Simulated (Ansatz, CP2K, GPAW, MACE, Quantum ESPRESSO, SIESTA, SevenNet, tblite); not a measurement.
**tblite on random rock-salt alloy of CaS and PbS (64 atoms): settings against a plane-wave reference**

Aim: run random rock-salt alloy of CaS and PbS (64 atoms) in tblite and see how near its forces come to a plane-wave reference, and at what cost.

Main program and level: tblite 0.8.0; the method is named at each step.

### 1. Starting point

The cell holds 64 atoms: 24 Ca, 32 S and 8 Pb. Its edges and angles: a = 11.503 Å, b = 11.503 Å, c = 11.503 Å, α = 90.0°, β = 90.0°, γ = 90.0°. It derives from CaS (rock-salt), repeated 2×2×2. Rock-salt CaS, 2 x 2 x 2 conventional cells, 8 of 32 Ca sites given to Pb at random (x = 0.250), lattice by Vegard's rule (a = 5.752 Å); not relaxed, displaced by a Gaussian of 0.02 Å. Then every atom was moved at random, 0.02 Å r.m.s. a Cartesian component.

The yardstick, on the same geometry:

| Quantity | Value |
| --- | --- |
| method | Kohn-Sham DFT, PBE, SSSP efficiency 1.3.0 pseudopotentials, plane waves (Quantum ESPRESSO 7.5); sssp-pbe-1.3.0-efficiency, cutoffs 45/360 Ry, Γ point |
| r.m.s. force component | 0.2982 eV/Å |
| longest force | 1.12 eV/Å |
| pressure | 2.061 GPa |
| gap (highest filled to lowest empty level) | 1.903 eV |
| time | 5.4 min on 4 MPI ranks of Arm Neoverse V2, shared host |
| CPU time | 22 min |

### 2. IPEA1-xTB

Method: IPEA1-xTB tight binding, diagonalisation.

run.py reads:

```python
import numpy as np
from ase.io import read
from tblite.ase import TBLite

atoms = read("structure.xyz")
atoms.calc = TBLite(method="IPEA1-xTB", electronic_temperature=580, accuracy=1.0, max_iterations=250, mixer_damping=0.1, verbosity=1)
energy = atoms.get_potential_energy()
forces = atoms.get_forces()
print(f"energy {energy:.6f} eV")
print("forces (eV/A)")
for i, (a, f) in enumerate(zip(atoms, forces)):
    print(f"{i:4d} {a.symbol:2s} {f[0]:10.5f} {f[1]:10.5f} {f[2]:10.5f}")
stress = -atoms.get_stress(voigt=False) * 160.21766
print("stress (GPa, compression positive)")
for row in stress:
    print(" ".join(f"{x:10.4f}" for x in row))
print("charges (e)")
print(np.array2string(atoms.get_charges(), precision=4, suppress_small=True, max_line_width=110, threshold=100000))
```

structure.xyz reads:

```xyz
64
Lattice="11.50300 0.00000 0.00000 0.00000 11.50300 0.00000 0.00000 0.00000 11.50300" Properties=species:S:1:pos:R:3 pbc="T T T"
Ca 0.01817 0.09271 0.02485
S 2.90922 0.05625 0.01254
Pb 11.48229 2.91382 2.86735
S 2.89864 2.88794 2.88495
Ca 2.84412 11.46009 2.89795
S 11.50173 11.50208 2.87149
Ca 2.84561 2.82916 11.50288
S 11.47999 2.86425 0.01242
Pb 0.04222 11.48310 5.70100
S 2.82192 11.47447 5.69767
Ca 11.46354 2.84665 8.66118
S 2.82353 2.88829 8.60045
Ca 2.87759 11.47769 8.56329
S 11.44986 0.00276 8.61264
Pb 2.89933 2.87069 5.74621
S 11.48851 2.89623 5.72884
Ca 11.47942 5.69030 0.04452
S 2.84550 5.77819 11.47827
Ca 11.44525 8.60528 2.87817
S 2.91567 8.60068 2.85689
Ca 2.86620 5.74966 2.87540
S 0.04831 5.75840 2.90002
Pb 2.88219 8.67982 0.03900
S 11.49161 8.67407 0.01645
Pb 11.44652 5.74736 5.73022
S 2.94235 5.75311 5.78509
Ca 0.02186 8.61241 8.63737
S 2.85401 8.64416 8.62944
Ca 2.84446 5.75000 8.64830
S 11.49966 5.70928 8.60574
Ca 2.89496 8.64830 5.77232
S 0.01645 8.64427 5.70215
Ca 5.78417 0.02703 11.49161
S 8.57261 0.01679 11.49909
Pb 5.75323 2.87092 2.85044
S 8.60712 2.87955 2.85240
Ca 8.60585 0.01254 2.89956
S 5.75069 11.49840 2.86356
Ca 8.62690 2.86206 0.03071
S 5.66615 2.87322 0.00299
Ca 5.69226 11.48310 5.70250
S 8.63312 0.00817 5.73540
Ca 5.75162 2.87080 8.60781
S 8.69305 2.89438 8.63691
Ca 8.57135 0.02416 8.62000
S 5.76795 0.01139 8.60896
Ca 8.59090 2.89174 5.76956
S 5.69686 2.86724 5.73390
Ca 5.77876 5.75990 11.50001
S 8.64082 5.73482 0.03405
Ca 5.77416 8.61621 2.93211
S 8.60344 8.61805 2.84136
Pb 8.63691 5.72205 2.88886
S 5.69191 5.75138 2.86126
Ca 8.69190 8.62345 0.02243
S 5.74943 8.67936 0.01035
[... 4 atom lines left out ...]
Pb 8.66429 5.78026 8.58331
S 5.74000 5.77750 8.58745
Ca 8.64727 8.67280 5.76220
S 5.74448 8.59355 5.76059
```

Launch:

```console
OMP_NUM_THREADS=1 python run.py > output.txt
```

Log:

```text
------------------------------------------------------------
  cycle        total energy    energy error   density error
------------------------------------------------------------
      1     -145.3319634340  -1.4495941E+02   8.5195927E-01
      2     -148.1643789343  -2.8324155E+00   7.0587279E-01
      3     -150.3801619379  -2.2157830E+00   3.9332210E-01
      4     -150.8987503285  -5.1858839E-01   3.4875320E-01
      5     -151.2361772507  -3.3742692E-01   6.8898200E-02
      6     -151.2880103980  -5.1833147E-02   3.6130795E-02
      7     -151.3105676758  -2.2557278E-02   1.4471297E-02
      8     -151.3106903833  -1.2270740E-04   7.2831948E-03
      9     -151.3118840899  -1.1937067E-03   5.2002421E-03
     10     -151.3120397136  -1.5562367E-04   3.2841090E-03
     11     -151.3122370746  -1.9736095E-04   1.5107489E-03
     12     -151.3122690737  -3.1999122E-05   2.4622394E-04
     13     -151.3122689230   1.5072692E-07   2.3531448E-04
     14     -151.3122696313  -7.0838468E-07   1.4822341E-04
     15     -151.3122698070  -1.7563508E-07   6.5352110E-05
     16     -151.3122698462  -3.9169123E-08   2.4858839E-05
     17     -151.3122698513  -5.1028053E-09   6.8042891E-06
------------------------------------------------------------
 total:                                   3.605 sec
energy -4117.416585 eV
forces (eV/A)
   0 Ca   -0.27634   -0.28806   -0.08755
   1 S    -0.11320    0.17599    0.01658
   2 Pb    0.02046   -0.28467   -0.22321
   3 S    -0.32256   -0.09676   -0.54335
   4 Ca    0.05110    0.11676   -0.23525
   5 S     0.17844   -0.34072   -0.41100
   6 Ca    0.11113    0.19950    0.11239
   7 S     0.00523    0.11554   -0.30681
   8 Pb   -0.44993   -0.34529    0.25185
   9 S     0.71655   -0.20174    0.14736
  10 Ca   -0.00544   -0.03717   -0.21088
  11 S     0.13972   -0.22857    0.44613
  12 Ca    0.06384    0.00922    0.11053
  13 S     0.35599   -0.09444    0.38889
  14 Pb   -0.13997    0.16272    0.03393
  15 S    -0.51973    0.11139    0.70216
  16 Ca   -0.19613    0.10503   -0.10437
  17 S     0.10907   -0.40107    0.19515
  18 Ca    0.08929    0.14522   -0.00924
  19 S    -0.16784    0.10497    0.62047
  20 Ca    0.00987   -0.07409   -0.13331
  21 S    -0.12273    0.35125   -0.54617
  22 Pb   -0.06607   -0.06717   -0.15376
  23 S    -0.21786   -0.18418   -0.09611
[...]
56 Ca    0.15228    0.10487   -0.01000
  57 S    -0.63849   -0.02163    0.25736
  58 Ca   -0.06671    0.11156   -0.03161
  59 S     0.12022    0.47694    0.02994
  60 Pb   -0.17051   -0.10952    0.12497
  61 S    -0.29924   -0.05179    0.18361
  62 Ca    0.26876   -0.05629   -0.00037
  63 S     0.12631    0.08058   -0.00835
stress (GPa, compression positive)
   -8.3858    -0.1517     0.1110
   -0.1517    -8.2525     0.0714
    0.1110     0.0714    -8.0039
charges (e)
[ 0.3958 -0.3904  0.4192 -0.4838  0.4116 -0.3686  0.3676 -0.366   0.423  -0.3542  0.3806 -0.4038  0.422
 -0.3956  0.3653 -0.473   0.3922 -0.4111  0.3919 -0.3993  0.3841 -0.3486  0.382  -0.3979  0.4183 -0.4025
  0.4111 -0.3932  0.3823 -0.3732  0.3752 -0.4688  0.4165 -0.4045  0.4236 -0.4492  0.3881 -0.3822  0.4185
 -0.3762  0.3994 -0.3973  0.3966 -0.3902  0.3981 -0.3922  0.3837 -0.3712  0.4122 -0.477   0.3929 -0.3841
  0.4212 -0.3745  0.3985 -0.3898  0.3836 -0.4433  0.4207 -0.371   0.4317 -0.3918  0.4192 -0.4023]
```

Wall time 4.1 s (1 thread of Arm Neoverse V2, shared host); peak memory 0.13 GiB.

Banners, paths, timers and routine set-up lines are dropped from the logs unmarked, and long logs keep their key lines alone; longer cuts are marked.

Numbers from this run, and their distance from the reference:

| Item | Value |
| --- | --- |
| r.m.s. force component | 0.2376 eV/Å |
| r.m.s. difference of force components | 148.8 meV/Å |
| longest difference of force vectors | 525.7 meV/Å |
| force difference over r.m.s. force | 49.9 % |
| slope of forces against the reference's | 0.693 |
| correlation of force components | 0.8697 |
| pressure | -8.214 GPa |
| pressure difference | -10.28 GPa |

Length of the force difference by element (eV/Å):

| element | atoms | mean | most |
| --- | --- | --- | --- |
| Ca | 24 | 0.23 | 0.40 |
| Pb | 8 | 0.30 | 0.53 |
| S | 32 | 0.24 | 0.36 |

A closer look about Pb61, picked at random: 9 atoms, nearest first, numbered in the order of the input, with positions taken from that point.

| atom | x | y | z | distance (Å) | bonds | Mulliken charge (e) | Fx | Fy | Fz (eV/Å) |
| --- | --- | --- | --- | --- | --- | --- | --- | --- | --- |
| Pb61 | 0.00 | 0.00 | 0.00 | 0.00 | 6 | 0.43 | -0.17 | -0.11 | 0.12 |
| S60 | -0.04 | 2.82 | 0.03 | 2.82 | 6 | -0.37 | 0.12 | 0.48 | 0.03 |
| S58 | -0.01 | -0.03 | -2.83 | 2.83 | 6 | -0.44 | -0.64 | -0.02 | 0.26 |
| S30 | 2.84 | -0.07 | 0.02 | 2.84 | 6 | -0.37 | 0.50 | 0.22 | 0.54 |
| S44 | 0.03 | -2.89 | 0.05 | 2.89 | 6 | -0.39 | -0.34 | -0.41 | 0.01 |
| S62 | -2.92 | 0.00 | 0.00 | 2.92 | 6 | -0.39 | -0.30 | -0.05 | 0.18 |
| S50 | -0.02 | -0.05 | 2.95 | 2.95 | 6 | -0.48 | -0.17 | -0.09 | -0.13 |
| Pb25 | 2.78 | -0.03 | -2.85 | 3.99 | 6 | 0.42 | 0.39 | 0.27 | 0.23 |
| Ca27 | 2.86 | 2.83 | 0.05 | 4.03 | 6 | 0.41 | -0.20 | 0.22 | -0.16 |

Atoms are counted from 1 here, from 0 in the log.

Forces lie 50 % from the reference's, at 0.0031 times its CPU time (on 1 against 4 cores).

Further runs of this program without a result: tblite GFN2-xTB (not converged).

### 3. Summary of results

| Property | Result |
| --- | --- |
| force difference from the reference | tblite IPEA1-xTB, 50 % |
| its CPU time | 4.1 s |

Tight binding differs by 50 % (tblite IPEA1-xTB); it is another model, with fitted parameters of its own, and the xTB methods hold dispersion. IPEA1-xTB was fitted to ionisation energies and electron affinities, not to forces or charges. One electronic-structure run takes under half the reference's CPU time: tblite IPEA1-xTB, at 50 % in 4.1 s against 22 min; its pressure misses by -10.3 GPa. Periodic xTB results under one method name differ between programs and library versions. The reference's pressure holds the uncorrected Pulay stress of its 45 Ry basis, so small pressure differences, and their order, may be the reference's own error. The host structure and its lattice constant were typed by rule, without a check against the phase diagram. The reference's pressure of 2.1 GPa belongs to a cell and atoms that aren't relaxed at this level. The electronic-structure runs sample only Γ, in a cell whose shortest periodic width is 12 Å. Spin–orbit coupling is left out, which matters for the levels of the heavy elements.

[Also dropped from logs without a mark: logging warnings of Python, and SIESTA's first energy breakdown and zero terms.]

[Logs are printed without paths, hosts, clocks, repeated set-up lines and the standing remarks that a program may print on its own settings, such as how far it seeks lower states.]

[Hosts, paths, dates, database ids (printed as entryN), source tags and the programs' standing remarks are cut or masked in the printed files.]
